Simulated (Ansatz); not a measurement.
# Mg2B (hypothetical, Fm-3m): phonons against volume, part 3 of 4

Aim: how the vibrations of Mg2B (hypothetical) shift with volume, and the expansion that follows. The crystal structure is hypothetical: it was made by swapping elements on a known structure type.

Ansatz 0.2.0; DFT PBEsol, scalar-relativistic, plane waves, PAW.

So far, highest frequency (cm⁻¹): step 6 (lattice dynamics at this volume, V/V0 1) 438.

### Step 9. Phonons, V/V0 1.015

The same q-mesh and k-mesh are kept at every volume, so that much of their error can cancel in the differences.

This step: DFT PBEsol, scalar-relativistic, plane waves, PAW (Ansatz 0.2.0).

input.yaml reads:

```yaml
crystal:
  lattice:
    - [0.0, 2.8938646001, 2.8938646001]
    - [2.8938646001, 0.0, 2.8938646001]
    - [2.8938646001, 2.8938646001, 0.0]
  atoms:
    - { symbol: Mg, position: [0.25, 0.25, 0.25] }
    - { symbol: Mg, position: [0.75, 0.75, 0.75] }
    - { symbol: B, position: [0.0, 0.0, 0.0] }
kpoints:
  mp_grid: { grid: [12, 12, 12] }
hamiltonian:
  xc: pbesol
scf:
  occupations: { method: methfessel_paxton, width: 0.2 }
output:
  eigenvalues: true
phonons:
  method: dfpt
  qmesh: [4, 4, 4]
  temperatures: { t_max: 1000, t_step: 50 }
  qpath:
    path:
      - [[0.0, 0.0, 0.0], [0.5, 0.0, 0.5], [0.625, 0.25, 0.625]]
      - [[0.375, 0.375, 0.75], [0.0, 0.0, 0.0], [0.5, 0.5, 0.5], [0.5, 0.25, 0.75], [0.5, 0.0, 0.5]]
    npoints: 10
```

The run is started by

```console
$ ansatz run input.yaml --threads 4 --pin off --max-ram 8192MiB --backend cpu --events-out ev --progress --plain --runs-dir out
```

Numbers of over 12 decimals in the logs are rounded to 6 here.

Log:

```text
[...]
Crystal: 3 atoms, lattice volume = 48.469 Å³
Basis set: ecut = 420 eV, 941 PW (Γ), exchange–correlation on 60×60×60 points (8 copies of the dense FFT grid, shifted against one another)
Bands: 16, of which v1, the nominal top of the filled ones, is band 12 counted from 1 (11 counted from 0)
Symmetry: 48 space group operations
k-points: 72 of 1728
[...]
k-point 71: bands = [... 8 lower, 0.4096, 3.3439, 3.3439, 4.0634, 9.6446, 11.9580, 12.1727, 12.1727]
[...]
ASR residual: 6.235e-5 → 0.000e0 eV/Å²; symmetrization residual: 1.002e-6 eV/Å²
  ASR residual per site (eV/Å²): 6.01e-5 6.01e-5 6.23e-5
  Γ frequencies (cm⁻¹): 0.00 0.00 0.00 293.32 293.32 293.32 382.28 382.28 382.28
--- Phonons (arbitrary-q DFPT): 8 irreducible q on the 4×4×4 mesh ---
[...]
interpolated dispersion: 62 rows × 9 modes
[...]
[key lines of the parts left out:]
SCF converged after 9 iterations
Free energy (F): -3975.674752 eV
Fermi energy:    6.034406 eV
```

Elapsed: 4.8 min, on 4 threads of Arm Neoverse V1, shared host; peak memory 2.8 GiB; 19 min of CPU time.

No LO-TO term. The phonon branches at the labelled points (cm⁻¹):

```tsv
point	branch 1	branch 2	branch 3	branch 4	branch 5	branch 6	branch 7	branch 8	branch 9
Γ	0	0	0	293	293	293	382	382	382
halfway	102	102	218	220	300	300	387	387	399
X	103	132	132	297	307	307	392	392	428
halfway	104	141	145	301	301	306	392	392	424
U	108	166	174	283	296	310	391	397	412
jump to K	108	166	174	283	296	310	391	397	412
halfway	102	165	197	257	258	302	380	387	396
Γ	0	0	0	293	293	293	382	382	382
halfway	124	124	154	278	278	280	384	384	390
L	207	207	222	240	240	252	389	389	429
halfway	150	168	229	239	284	296	390	391	417
W	104	130	242	242	311	312	394	402	402
halfway	103	131	172	291	305	309	392	393	420
X	103	132	132	297	307	307	392	392	428
```

The phonon branches as a text plot (rows in cm⁻¹):

```
    420 |        **********                    *********    *****
    402 |      **       *********            **         *****
    384 |*************************************************  *****
    367 |
    349 |
    331 |
    313 |        ***************                        *********
    295 |******** *********     ***********          ****     ***
    277 |  *     *        **     ***       ****    ****     **
    259 |   *   *          **   *             ***** *      *
    241 |    **             ****                ***********
    223 |      *             ***                *******    *
    206 |                   *   *              *****        *
    188 |    ** *          *   *              **   ***       *
    170 |                **     **           **     ***
    152 |        *     ***                  **        ***     *
    134 |   *     ******         ***       *           * ********
    116 |       **  *     ******            *           *
     98 |  *   *     *****      * **      **             ********
     80 |    **                  *  *     *
     63 |   *                     ***    *
     45 | **                        **   *
     27 | *                          *  *
      9 |*                            **
         Γ           X  U|K            Γ         L        W     X
```

No mode is imaginary beyond numerical noise at the solved wavevectors. The highest zone-centre mode (no LO–TO term) moved by -2.5 % for a volume change of +1.5 %.

### Step 10. A cell at another volume, V/V0 0.985

Symmetry fixes every atom, so a single point at the scaled cell gives the energy and pressure of this member.

The cell differs from the one that the last finished run ended in (a 4.093 → 4.052 Å, b 4.093 → 4.052 Å, c 4.093 → 4.052 Å).

input.yaml, the sections that differ from step 9:

```yaml
crystal:
  lattice:
    - [0.0, 2.8650680171, 2.8650680171]
    - [2.8650680171, 0.0, 2.8650680171]
    - [2.8650680171, 2.8650680171, 0.0]
  atoms:
    - { symbol: Mg, position: [0.25, 0.25, 0.25] }
    - { symbol: Mg, position: [0.75, 0.75, 0.75] }
    - { symbol: B, position: [0.0, 0.0, 0.0] }
output:
  forces: true
  stress: true
  eigenvalues: true
# kpoints, hamiltonian, scf: as in step 9
# phonons: removed
```

Log:

```text
[...]
Crystal: 3 atoms, lattice volume = 47.036 Å³
Basis set: ecut = 420 eV, 941 PW (Γ), exchange–correlation on 60×60×60 points (8 copies of the dense FFT grid, shifted against one another)
Bands: 16, of which v1, the nominal top of the filled ones, is band 12 counted from 1 (11 counted from 0)
Symmetry: 48 space group operations
[...]
k-points: 72 of 1728
[...]
--- Band table (eV; the first three rows and the last of 72) ---
  k-point 0: bands = [... 8 lower, -2.3255, 7.2168, 7.2168, 7.2168, 9.9853, 11.6168, 11.6168, 11.6168]
  k-point 1: bands = [... 8 lower, -2.2437, 6.7045, 7.1626, 7.1626, 10.2557, 11.6872, 11.7424, 11.7424]
  k-point 2: bands = [... 8 lower, -2.0012, 5.6424, 7.0289, 7.0289, 10.4604, 11.9434, 11.9434, 12.0678]
  k-point 71: bands = [... 8 lower, 0.6323, 3.5679, 3.5679, 4.2725, 9.9389, 12.3598, 12.6022, 12.6022]
[key lines of the parts left out:]
SCF converged after 7 iterations
Free energy (F): -3975.674646 eV
Fermi energy:    6.293227 eV
P = ⅓ Tr σ = 1.0635 GPa (10.635 kbar)
```

Elapsed: 0.83 s, on 4 threads; peak memory 0.34 GiB; 2.7 s of CPU time.

The run ends at a pressure of 1.06 GPa.

### Step 11. Lattice dynamics at this volume, V/V0 0.985

Phonons at this volume give one point of F(V, T); meshes stay fixed along the series.

input.yaml, the sections that differ from step 10:

```yaml
output:
  eigenvalues: true
phonons:
  method: dfpt
  qmesh: [4, 4, 4]
  temperatures: { t_max: 1000, t_step: 50 }
  qpath:
    path:
      - [[0.0, 0.0, 0.0], [0.5, 0.0, 0.5], [0.625, 0.25, 0.625]]
      - [[0.375, 0.375, 0.75], [0.0, 0.0, 0.0], [0.5, 0.5, 0.5], [0.5, 0.25, 0.75], [0.5, 0.0, 0.5]]
    npoints: 10
# crystal, kpoints, hamiltonian, scf: as in step 10
```

Log:

```text
[...]
Crystal: 3 atoms, lattice volume = 47.036 Å³
Basis set: ecut = 420 eV, 941 PW (Γ), exchange–correlation on 60×60×60 points (8 copies of the dense FFT grid, shifted against one another)
Bands: 16, of which v1, the nominal top of the filled ones, is band 12 counted from 1 (11 counted from 0)
Symmetry: 48 space group operations
k-points: 72 of 1728
[...]
k-point 71: bands = [... 8 lower, 0.6323, 3.5679, 3.5679, 4.2725, 9.9389, 12.3598, 12.6021, 12.6021]
[...]
ASR residual: 5.383e-5 → 0.000e0 eV/Å²; symmetrization residual: 9.903e-7 eV/Å²
  ASR residual per site (eV/Å²): 3.54e-5 3.54e-5 5.38e-5
  Γ frequencies (cm⁻¹): 0.00 0.00 0.00 305.56 305.56 305.56 402.21 402.21 402.21
--- Phonons (arbitrary-q DFPT): 8 irreducible q on the 4×4×4 mesh ---
[...]
interpolated dispersion: 62 rows × 9 modes
[...]
[key lines of the parts left out:]
SCF converged after 9 iterations
Free energy (F): -3975.674646 eV
Fermi energy:    6.293214 eV
```

Elapsed: 4.7 min, on 4 threads; peak memory 2.8 GiB.

No LO-TO term. Phonon branches along the path, in cm⁻¹:

```tsv
point	branch 1	branch 2	branch 3	branch 4	branch 5	branch 6	branch 7	branch 8	branch 9
Γ	0	0	0	306	306	306	402	402	402
halfway	106	106	228	228	310	310	408	408	417
X	110	140	140	310	314	314	413	413	445
halfway	111	150	153	308	313	315	413	413	441
U	116	175	182	289	307	320	412	417	430
jump to K	116	175	182	289	307	320	412	417	430
halfway	106	168	206	266	268	312	400	407	415
Γ	0	0	0	306	306	306	402	402	402
halfway	127	127	162	290	290	290	404	404	408
L	211	211	231	250	250	263	409	409	447
halfway	156	176	236	248	294	305	410	411	435
W	113	137	250	250	318	324	415	420	420
halfway	111	139	181	299	314	319	412	414	437
X	110	140	140	310	314	314	413	413	445
```

The phonon branches as a text plot (rows in cm⁻¹):

```
    437 |        **********                    *********    *****
    419 |    ********************            **    **************
    400 |*******             *************************
    382 |
    363 |
    344 |
    326 |                ******                          ******
    307 |******************    ************          ****    ****
    288 |  *     *       ***     ***       ***     ****     **
    270 |   *   *          **   **            ***** *      *
    251 |    **             ****                ***********
    233 |      *             ***                ********   *
    214 |                   *   *              *****        *
    195 |    ** *          *   *              **   ***       *
    177 |        *       **     **           **     ***       *
    158 |              **                   **        ***
    140 |   *    ******          ***       *           **********
    121 |       *   *   ********            *            ****
    102 |  *   *     ***        * **      **                 ****
     84 |    **                  *  *     *
     65 |   *                     ***    *
     47 | **                        **   *
     28 | *                          *  *
      9 |*                            **
         Γ           X  U|K            Γ         L        W     X
```

No mode is imaginary beyond numerical noise at the solved wavevectors. The highest zone-centre mode (no LO–TO term) moved by +2.6 % for a volume change of -1.5 %.

### Step 12. A cell at another volume, V/V0 1.03

Symmetry fixes every atom, so a single point at the scaled cell gives the energy and pressure of this member.

The cell differs from the one that the last finished run ended in (a 4.052 → 4.113 Å, b 4.052 → 4.113 Å, c 4.052 → 4.113 Å).

input.yaml, the sections that differ from step 11:

```yaml
crystal:
  lattice:
    - [0.0, 2.9080504375, 2.9080504375]
    - [2.9080504375, 0.0, 2.9080504375]
    - [2.9080504375, 2.9080504375, 0.0]
  atoms:
    - { symbol: Mg, position: [0.25, 0.25, 0.25] }
    - { symbol: Mg, position: [0.75, 0.75, 0.75] }
    - { symbol: B, position: [0.0, 0.0, 0.0] }
output:
  forces: true
  stress: true
  eigenvalues: true
# kpoints, hamiltonian, scf: as in step 11
# phonons: removed
```

Log:

```text
[...]
Crystal: 3 atoms, lattice volume = 49.185 Å³
Basis set: ecut = 420 eV, 941 PW (Γ), exchange–correlation on 60×60×60 points (8 copies of the dense FFT grid, shifted against one another)
Bands: 16, of which v1, the nominal top of the filled ones, is band 12 counted from 1 (11 counted from 0)
Symmetry: 48 space group operations
[...]
k-points: 72 of 1728
[...]
--- Band table (eV; the first three rows and the last of 72) ---
  k-point 0: bands = [... 8 lower, -2.5249, 6.8276, 6.8276, 6.8276, 9.3195, 11.0383, 11.0383, 11.0383]
  k-point 1: bands = [... 8 lower, -2.4460, 6.3108, 6.7731, 6.7731, 9.6009, 11.0971, 11.1616, 11.1616]
  k-point 2: bands = [... 8 lower, -2.2122, 5.2619, 6.6392, 6.6392, 9.8160, 11.3671, 11.3671, 11.4568]
  k-point 71: bands = [... 8 lower, 0.3032, 3.2369, 3.2369, 3.9636, 9.5032, 11.7646, 11.9663, 11.9663]
[key lines of the parts left out:]
SCF converged after 7 iterations
Free energy (F): -3975.668251 eV
Fermi energy:    5.910450 eV
P = ⅓ Tr σ = -1.9105 GPa (-19.105 kbar)
```

Wall time 0.85 s (4 threads); peak memory 0.34 GiB; 2.8 s of CPU time.

The run ends at a pressure of -1.91 GPa.

### Step 13. A run with changed settings

One run with other settings shows how much the ground state depends on them.

This step: DFT PBEsol, scalar-relativistic, plane waves, PAW; settings changed (Ansatz 0.2.0).

input.yaml: that of step 12 with these lines changed.

```diff
@@ -14,6 +14,7 @@
 scf:
-  occupations: { method: methfessel_paxton, width: 0.2 }
+  occupations: { method: cold, width: 0.1 }
+  convergence: { dr2_threshold: 1.0e-06 }
 output:
   forces: true
+  eigenvalues: true
   stress: true
-  eigenvalues: true
```

Log:

```text
Warning: scf.convergence.dr2_threshold = 1e-6 eV is looser than this run's default, which is 1e-7 eV or tighter. The error in the forces grows as the threshold's square root, so leave the key out unless less accurate forces are enough
[...]
--- Band table (eV; the first three rows and the last of 72) ---
  k-point 0: bands = [... 8 lower, -2.5247, 6.8280, 6.8280, 6.8280, 9.3198, 11.0383, 11.0383, 11.0383]
  k-point 1: bands = [... 8 lower, -2.4458, 6.3112, 6.7735, 6.7735, 9.6012, 11.0972, 11.1616, 11.1616]
  k-point 2: bands = [... 8 lower, -2.2120, 5.2622, 6.6395, 6.6395, 9.8161, 11.3671, 11.3671, 11.4570]
  k-point 71: bands = [... 8 lower, 0.3035, 3.2370, 3.2370, 3.9637, 9.5034, 11.7646, 11.9665, 11.9665]
[key lines of the parts left out:]
SCF converged after 6 iterations
Free energy (F): -3975.666748 eV
Fermi energy:    5.911229 eV
P = ⅓ Tr σ = -1.9064 GPa (-19.064 kbar)
```

Wall time 0.87 s (4 threads); peak memory 0.34 GiB.

Numbers from this step:

```yaml
pressure: -1.906 GPa
```

At -1.9 GPa the cell is away from the equilibrium volume of this level: left free, it would shrink.

### Step 14. Lattice dynamics at this volume, V/V0 1.03

The same q-mesh and k-mesh are kept at every volume, so that much of their error can cancel in the differences.

This step: DFT PBEsol, scalar-relativistic, plane waves, PAW (Ansatz 0.2.0).

input.yaml, the sections that differ from step 13:

```yaml
scf:
  occupations: { method: methfessel_paxton, width: 0.2 }
output:
  eigenvalues: true
phonons:
  method: dfpt
  qmesh: [4, 4, 4]
  temperatures: { t_max: 1000, t_step: 50 }
  qpath:
    path:
      - [[0.0, 0.0, 0.0], [0.5, 0.0, 0.5], [0.625, 0.25, 0.625]]
      - [[0.375, 0.375, 0.75], [0.0, 0.0, 0.0], [0.5, 0.5, 0.5], [0.5, 0.25, 0.75], [0.5, 0.0, 0.5]]
    npoints: 10
# crystal, kpoints, hamiltonian: as in step 13
```

Log:

```text
[...]
Crystal: 3 atoms, lattice volume = 49.185 Å³
Basis set: ecut = 420 eV, 941 PW (Γ), exchange–correlation on 60×60×60 points (8 copies of the dense FFT grid, shifted against one another)
Bands: 16, of which v1, the nominal top of the filled ones, is band 12 counted from 1 (11 counted from 0)
Symmetry: 48 space group operations
k-points: 72 of 1728
[...]
k-point 71: bands = [... 8 lower, 0.3032, 3.2369, 3.2369, 3.9636, 9.5032, 11.7646, 11.9663, 11.9663]
[...]
ASR residual: 5.695e-5 → 0.000e0 eV/Å²; symmetrization residual: 9.766e-7 eV/Å²
  ASR residual per site (eV/Å²): 5.56e-5 5.56e-5 5.69e-5
  Γ frequencies (cm⁻¹): 0.00 0.00 0.00 287.43 287.43 287.43 372.63 372.63 372.63
--- Phonons (arbitrary-q DFPT): 8 irreducible q on the 4×4×4 mesh ---
[...]
interpolated dispersion: 62 rows × 9 modes
[...]
[key lines of the parts left out:]
SCF converged after 9 iterations
Free energy (F): -3975.668251 eV
Fermi energy:    5.910435 eV
```

Wall time 4.8 min (4 threads); peak memory 2.9 GiB; 19 min of CPU time.

No LO-TO term. The phonon branches at the labelled points (cm⁻¹):

```tsv
point	branch 1	branch 2	branch 3	branch 4	branch 5	branch 6	branch 7	branch 8	branch 9
Γ	0	0	0	287	287	287	373	373	373
halfway	99	99	213	216	296	296	377	377	390
X	100	127	127	291	303	303	382	382	419
halfway	100	137	141	296	297	302	382	382	415
U	105	161	171	280	291	306	381	388	403
jump to K	105	161	171	280	291	306	381	388	403
halfway	100	163	193	251	253	296	370	377	387
Γ	0	0	0	287	287	287	373	373	373
halfway	122	122	151	273	273	275	375	375	380
L	204	204	217	234	234	247	380	380	421
halfway	146	164	226	234	279	291	380	381	408
W	99	126	238	238	306	307	383	393	393
halfway	99	127	168	287	299	305	382	383	411
X	100	127	127	291	303	303	382	382	419
```

The phonon branches as a text plot (rows in cm⁻¹):

```
    412 |        **********                    *********    *****
    394 |      **        ********            **         ****
    377 |********************************************************
    359 |
    342 |
    324 |
    307 |        ***************                        *********
    289 |******** *********     ***********          ****     ***
    272 |  *     *        **     ***       ****    ****     **
    254 |   *   *           *   *             ***** *      *
    237 |    **             ****                ***********
    219 |      *             ***                *******    *
    202 |                   *  *               *****        *
    184 |    ** *          *    *             **   ***       *
    166 |                **     **           **     ***
    149 |        *     ***                  **        ***     *
    131 |   *     ******         ***       *           * ********
    114 |       **  *      *****            *           *
     96 |  *   *     ******     * **      **             ********
     79 |    **                  *  *     *
     61 |   *                     ***    *
     44 | **                        **   *
     26 | *                          *  *
      9 |*                            **
         Γ           X  U|K            Γ         L        W     X
```

No mode is imaginary beyond numerical noise at the solved wavevectors. The highest zone-centre mode (no LO–TO term) moved by -5.0 % for a volume change of +3.0 %.

### Step 15. A cell at another volume, V/V0 0.97

Symmetry fixes every atom, so a single point at the scaled cell gives the energy and pressure of this member.

The cell differs from the one that the last finished run ended in (a 4.113 → 4.031 Å, b 4.113 → 4.031 Å, c 4.113 → 4.031 Å).

input.yaml, the sections that differ from step 14:

```yaml
crystal:
  lattice:
    - [0.0, 2.8504500688, 2.8504500688]
    - [2.8504500688, 0.0, 2.8504500688]
    - [2.8504500688, 2.8504500688, 0.0]
  atoms:
    - { symbol: Mg, position: [0.25, 0.25, 0.25] }
    - { symbol: Mg, position: [0.75, 0.75, 0.75] }
    - { symbol: B, position: [0.0, 0.0, 0.0] }
output:
  forces: true
  stress: true
  eigenvalues: true
# kpoints, hamiltonian, scf: as in step 14
# phonons: removed
```

Log:

```text
[...]
Crystal: 3 atoms, lattice volume = 46.320 Å³
Basis set: ecut = 420 eV, 893 PW (Γ), exchange–correlation on 54×54×54 points (8 copies of the dense FFT grid, shifted against one another)
Bands: 16, of which v1, the nominal top of the filled ones, is band 12 counted from 1 (11 counted from 0)
Symmetry: 48 space group operations
[...]
k-points: 72 of 1728
[...]
--- Band table (eV; the first three rows and the last of 72) ---
  k-point 0: bands = [... 8 lower, -2.2544, 7.3541, 7.3541, 7.3541, 10.2189, 11.8212, 11.8212, 11.8212]
  k-point 1: bands = [... 8 lower, -2.1715, 6.8429, 7.2998, 7.2998, 10.4856, 11.8953, 11.9475, 11.9475]
  k-point 2: bands = [... 8 lower, -1.9261, 5.7763, 7.1663, 7.1663, 10.6867, 12.1465, 12.1465, 12.2826]
  k-point 71: bands = [... 8 lower, 0.7490, 3.6851, 3.6851, 4.3819, 10.0921, 12.5687, 12.8257, 12.8257]
[key lines of the parts left out:]
SCF converged after 7 iterations
Free energy (F): -3975.667371 eV
Fermi energy:    6.428402 eV
P = ⅓ Tr σ = 2.2083 GPa (22.083 kbar)
```

Wall time 0.79 s (4 threads); peak memory 0.33 GiB; 2.6 s of CPU time.

The run ends at a pressure of 2.21 GPa.

(Part 3 of 4 ends here.)

[Logs are printed without paths, hosts, clocks, repeated set-up lines and the standing remarks that a program may print on its own settings, such as how far it seeks lower states.]

[Hosts, paths, dates, database ids (printed as entryN), source tags and the programs' standing remarks are cut or masked in the printed files.]

[A step with changed settings may run another functional than the one named; its input shows which.]


